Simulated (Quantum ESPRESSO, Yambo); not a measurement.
# Quasiparticle gap of SnSe2 (1T monolayer) in Yambo, part 2 of 3

Aim: the G0W0 gap of SnSe2 (1T monolayer) on PBE, step by step.

Quantum ESPRESSO 7.5 and Yambo 5.3.0; PBE and many-body steps on it, plane waves. Known limits of the many-body steps: not at the basis limit; no spin-orbit coupling.

So far. Step 2 (Ground state): The gap is indirect, with the least direct gap 0.30 eV higher. Step 3 (Bands along the symmetry lines): The gap is 0.780 eV, −0.059 eV from the run before at this level.

## (4) Empty states on the mesh, 6×6×1 mesh, 168 bands

Level of this step: DFT, PBE, plane waves, norm-conserving pseudopotentials (Quantum ESPRESSO).

The sums over transitions need many empty states on a uniform mesh; this step solves for them.

The input, pw.in:

```
&control
  calculation = 'nscf'
  prefix = 'x'
  outdir = 'o'
  pseudo_dir = 'pseudo'
/
&system
  ibrav = 0
  nat = 3
  ntyp = 2
  ecutwfc = 104.0
  nbnd = 168
  force_symmorphic = .true.
/
&electrons
  conv_thr = 1e-9
  electron_maxstep = 80
  diago_full_acc = .true.
  diago_thr_init = 5e-6
/
ATOMIC_SPECIES
  Sn 118.71 Sn.upf
  Se 78.971 Se.upf
CELL_PARAMETERS angstrom
  3.8716528882 -0.0000000000 0.0000000000
  -1.9358264441 3.3529497558 0.0000000000
  0.0000000000 0.0000000000 15.0000000000
ATOMIC_POSITIONS crystal
  Sn 0.0000000000 0.0000000000 0.5000000000
  Se 0.3333333333 0.6666666667 0.6064274141
  Se 0.6666666667 0.3333333333 0.3935725859
K_POINTS automatic
  6 6 1 0 0 0
```

On the command line:

```sh
$ OMP_NUM_THREADS=1 mpirun -n 16 pw.x -nk 4 -in pw.in > pw.out
```

The program printed:

```text
[banner, memory and clock lines left out]
Program PWSCF v.7.5 starts

     Atomic positions and unit cell read from directory:
     o/x.save/

     Message from routine setup:
     using ibrav=0 with symmetry is DISCOURAGED, use correct ibrav instead

     bravais-lattice index     =            0
     lattice parameter (alat)  =       7.3164  a.u.
     unit-cell volume          =    1314.0483 (a.u.)^3
     number of atoms/cell      =            3
     number of atomic types    =            2
     number of electrons       =        70.00
     number of Kohn-Sham states=          168
     kinetic-energy cutoff     =     104.0000  Ry
     charge density cutoff     =     416.0000  Ry
     Exchange-correlation= PBE
                           (   1   4   3   4   0   0   0)

     celldm(1)=   7.316364  celldm(2)=   0.000000  celldm(3)=   0.000000
     celldm(4)=   0.000000  celldm(5)=   0.000000  celldm(6)=   0.000000

     crystal axes: (cart. coord. in units of alat)
               a(1) = (   1.000000  -0.000000   0.000000 )
               a(2) = (  -0.500000   0.866025   0.000000 )
               a(3) = (   0.000000   0.000000   3.874314 )

     reciprocal axes: (cart. coord. in units 2 pi/alat)
               b(1) = (  1.000000  0.577350 -0.000000 )
               b(2) = (  0.000000  1.154701 -0.000000 )
               b(3) = ( -0.000000 -0.000000  0.258110 )
     Pseudo is Norm-conserving + core correction, Zval = 22.0
     Generated using ONCVPSP code by D. R. Hamann
     Using radial grid of 1628 points,  6 beta functions with:
     Pseudo is Norm-conserving + core correction, Zval = 24.0
     Generated using ONCVPSP code by D. R. Hamann
     Using radial grid of 1214 points,  6 beta functions with:
     Sn               22.00   118.71000     Sn( 1.00)
     Se               24.00    78.97100     Se( 1.00)

     12 Sym. Ops., with inversion, found

   Cartesian axes

     site n.     atom                  positions (alat units)
         1        Sn     tau(   1) = (   0.0000000   0.0000000   1.9371571  )
         2        Se     tau(   2) = (  -0.0000000   0.5773503   2.3494904  )
         3        Se     tau(   3) = (   0.5000000   0.2886751   1.5248239  )

     number of k points=     7
                       cart. coord. in units 2pi/alat
        k(    1) = (   0.0000000   0.0000000   0.0000000), wk =   0.0555556
        k(    2) = (   0.0000000   0.1924501   0.0000000), wk =   0.3333333
        k(    3) = (   0.0000000   0.3849002   0.0000000), wk =   0.3333333
        k(    4) = (   0.0000000  -0.5773503   0.0000000), wk =   0.1666667
        k(    5) = (   0.1666667   0.2886751   0.0000000), wk =   0.3333333
        k(    6) = (   0.1666667   0.4811252   0.0000000), wk =   0.6666667
        k(    7) = (   0.3333333   0.5773503   0.0000000), wk =   0.1111111

     Dense  grid:   188291 G-vectors     FFT dimensions: (  48,  48, 192)

     The potential is recalculated from file :
     o/x.save/charge-density

     Starting wfcs are   39 randomized atomic wfcs +  129 random wfcs

     Band Structure Calculation

     End of band structure calculation

          k = 0.0000 0.0000 0.0000 ( 23547 PWs)   bands (ev):

  -206.8538-206.8538-146.3464-146.3464-146.3464-146.3464-146.3058-146.3058
  -129.0063 -84.7844 -84.7844 -84.7746 -46.5280 -46.5280 -46.5280 -46.5280
   -46.4907 -46.4907 -46.4904 -46.4904 -46.4782 -46.4781 -20.9774 -20.9774
   -20.9474 -20.9376 -20.9376 -13.1638 -11.9054  -5.3968  -0.8812  -0.3098
[...]
[... 9 further rows ...]
[...]
k = 0.0000 0.1925 0.0000 ( 23503 PWs)   bands (ev):

  -206.8538-206.8538-146.3464-146.3464-146.3464-146.3464-146.3058-146.3058
[...]
[... 9 further rows ...]
[...]
k = 0.0000 0.3849 0.0000 ( 23496 PWs)   bands (ev):

  -206.8538-206.8538-146.3464-146.3464-146.3464-146.3464-146.3058-146.3058
[...]
[... 9 further rows ...]
    42.1100  42.4864  42.7613  42.8413  42.9820  43.1381  43.2301  43.7003
    43.9834  44.1262  44.1897  44.4683  44.6307  44.6765  44.8327  45.2257

          k = 0.0000-0.5774 0.0000 ( 23536 PWs)   bands (ev):

     [... further k-points ...]

     highest occupied, lowest unoccupied level (ev):     0.1392    0.9303

     XML data file, pseudopotentials, collected wavefunctions
```

Run time: 21 s. Hardware: 16 MPI ranks of Arm Neoverse V2, shared host; peak memory 2.3 GiB.

Numbers from this step:

- gap: 0.7911 eV
- k of the valence top: 0, 0.1667, 0
- k of the conduction bottom: 0, -0.5, 0
- least direct gap: 1.097 eV
- k points computed: 7
- lowest point of the top converged band, above the valence top: 44.50 eV

On this mesh the gap is 0.791 eV.

## (5) Conversion and set-up

This step: Yambo 5.3.0; conversion and set-up on PBE, plane waves, norm-conserving pseudopotentials.

The states are converted to the many-body program's format and the q mesh is built.

On the command line:

```sh
$ (cd o/x.save; p2y > p2y.log; mv SAVE ../..); yambo > setup.log
```

The program printed:

```text
 Yambo, version 5.3.0

 [02] CORE Variables Setup
 =========================

  [02.01] Unit cells
  ==================

  Cell kind             :  HCP
  Atoms in the cell     :  Sn  Se
  number of Sn atoms    :  1
  number of Se atoms    :  2

  List of atomic masses
  Mass of Sn    :  118.7100
  Mass of Se    :  78.97100

  List of atomic coordinates    : [cc]
  Sn1       :   0.00000   0.00000  14.17295  order 1
  Se1       : -0.36582E-09   4.2241       17.190      order 2
  Se2       :   3.65818   2.11205  11.15617  order 3

  Alat factors          :   7.31636   6.33616  28.34589 [a.u.]
  Direct lattice volume :   1314.05    [a.u.]
  Direct lattice vectors:  A[ 1 ]  A[ 2 ]  A[ 3 ]
   A[ 1 ]:  1.000000 -0.000000  0.000000  [iru]
   7.316364 -0.000000  0.000000  [cc]
   A[ 2 ]: -0.500000  1.000000  0.000000  [iru]
  -3.658182  6.336157  0.000000  [cc]
   A[ 3 ]:  0.000000  0.000000  1.000000  [iru]
    0.00000   0.00000  28.34589  [cc]

  Recip. lattice volume :  0.188768 [a.u.]
  Recip. lattice vectors:  B[ 1 ]  B[ 2 ]  B[ 3 ]
   B[ 1 ]:  1.000000  0.500000  0.000000  [iku]
   0.858785  0.495820 -0.000000  [cc]
   B[ 2 ]:  0.000000  1.000000  0.000000  [iku]
   0.000000  0.991640 -0.000000  [cc]
   B[ 3 ]:  0.000000  0.000000  1.000000  [iku]
  -0.000000 -0.000000  0.221661  [cc]

  [02.02] Symmetries
  ==================

  Inversion symmetry    : yes
  Spatial inversion     : yes
  Inversion index       :   7
  K-space Time-reversal : no
  Magnetic symmetries   : no
  Group table correct   : yes
  Symmetries units      :  [cc]

   [S  1]:   1.0000       0.0000       0.0000      0.52254E-17   1.0000       0.0000       0.0000       0.0000       1.0000
   [S  2]:   1.0000       0.0000       0.0000      0.52254E-17  -1.0000       0.0000       0.0000       0.0000      -1.0000
   [S  3]: -0.500000  0.866025  0.000000 -0.866025 -0.500000  0.000000  0.000000  0.000000  1.000000
[...]
[S 11]:  0.500000  0.866025  0.000000  0.866025 -0.500000  0.000000  0.000000  0.000000  1.000000
   [S 12]:  0.500000 -0.866025  0.000000 -0.866025 -0.500000  0.000000  0.000000  0.000000  1.000000

  [02.03] Reciprocal space
  ========================

  nG shells         :   8200
  nG charge         :  188291
  nG WFs            :  27455
  nC WFs            :  23616
  G-vecs. in first 80 shells:  [ Number ]
     1    3    5    7    9   15   27   39   41
    53   55   67   79   81   93   99  111  113
   125  137  149  161  167  169  181  193  205
[...]
809   811   823   835   859   865   877   889
  ...
  Shell energy in first 80 shells:  [ mHa ]
[...]
4326.13      4423.38      4425.07      4447.61      4449.64      4523.34      4643.47      4645.50      4646.17
    4815.10      4818.14      4939.29      5012.65      5014.00      5039.24      5306.78      5309.48      5431.64
[...]
K/Q-points units:
  rlu = crystal or reduced units; cc = cartesian coordinates; iku = interal k-units

  K [1]          [rlu]:  0.000000  0.000000  0.000000
         WF components:  23547
  K [2]          [rlu]:  0.000000  0.166667  0.000000
         WF components:  23503
  K [3]          [rlu]:  0.000000  0.333333  0.000000
         WF components:  23496
  K [4]          [rlu]:  0.000000 -0.500000  0.000000
         WF components:  23536
  K [5]          [rlu]:  0.166667  0.166667  0.000000
         WF components:  23506
  K [6]          [rlu]:  0.166667  0.333333  0.000000
         WF components:  23552
  K [7]          [rlu]:  0.333333  0.333333  0.000000
         WF components:  23616

  [02.05] Energies & Occupations
  ==============================

  [X] === General ===
  [X] Electronic Temperature                        :  0.000000  0.000000 [eV K]
  [X] Bosonic    Temperature                        :  0.000000  0.000000 [eV K]
  [X] Finite Temperature mode                       : no
  [X] El. density                                   :  0.35949E+24 [cm-3]
  [X] Fermi Level                                   :  0.139164 [eV]

  [X] === Gaps and Widths ===
  [X] Conduction Band Min                           :  0.791107 [eV]
  [X] Valence Band Max                              :  0.000000 [eV]
  [X] Filled Bands                                  :   35
  [X] Empty Bands                                   :   36  168
  [X] Direct Gap                                    :  1.097116 [eV]
  [X] Direct Gap localized at k                     :   4
  [X] Indirect Gap                                  :  0.791107 [eV]
  [X] Indirect Gap between kpts                     :   2   4
  [X] Last valence band width                       :  0.770972 [eV]
  [X] 1st conduction band width                     :  1.364755 [eV]

  E @ K [1]:  [eV]
  -206.9930 -206.9930 -146.4856 -146.4856 -146.4856 -146.4856 -146.4449 -146.4449
[...]
occ @ K [1]
[...]
E @ K [2]:  [eV]
[...]
occ @ K [2]
[...]
E @ K [3]:  [eV]
[...]
occ @ K [3]
[...]
E @ K [4]:  [eV]
[...]
occ @ K [4]
[...]
E @ K [5]:  [eV]
[...]
occ @ K [5]
[...]
E @ K [6]:  [eV]
[...]
occ @ K [6]
[...]
E @ K [7]:  [eV]
[...]
occ @ K [7]
[...]
0.000000  0.000000  0.000000  0.000000  0.000000  0.000000  0.000000  0.000000
   0.000000  0.000000  0.000000  0.000000  0.000000  0.000000  0.000000  0.000000

 [03] Transferred momenta grid and indexing
 ==========================================

 IBZ Q-points                                      :   7
 BZ  Q-points                                      :   36

 K/Q-points units:
 rlu = crystal or reduced units; cc = cartesian coordinates; iku = interal k-units

 Q [1]          [rlu]:  0.000000  0.000000  0.000000
 Q [2]          [rlu]:  0.10056E-17  0.16667       0.0000
 Q [3]          [rlu]:  0.20113E-17  0.33333       0.0000
 Q [4]          [rlu]: -0.30169E-17 -0.50000       0.0000
 Q [5]          [rlu]:  0.166667  0.166667  0.000000
 Q [6]          [rlu]:  0.166667  0.333333  0.000000
 Q [7]          [rlu]:  0.333333  0.333333  0.000000

  [03.01] X indexes
  =================

   [03.01.01] Sigma indexes
   ========================

 [06] Game Over & Game summary
```

Run time: 3.6 s. Hardware: 1 MPI rank; peak memory 0.27 GiB.

(Part 2 of 3 ends here.)

[Paths, hosts, dates, memory and timing lines, banners, echoed tables and standing remarks are left out of the program output.]

[Logs are printed without paths, hosts, clocks, repeated set-up lines and the standing remarks that a program may print on its own settings, such as how far it seeks lower states.]

[Runs of the session that timed out or met a known fault of the program may be left out.]

[Hosts, paths, dates, database ids (printed as entryN), source tags and the programs' standing remarks are cut or masked in the printed files.]
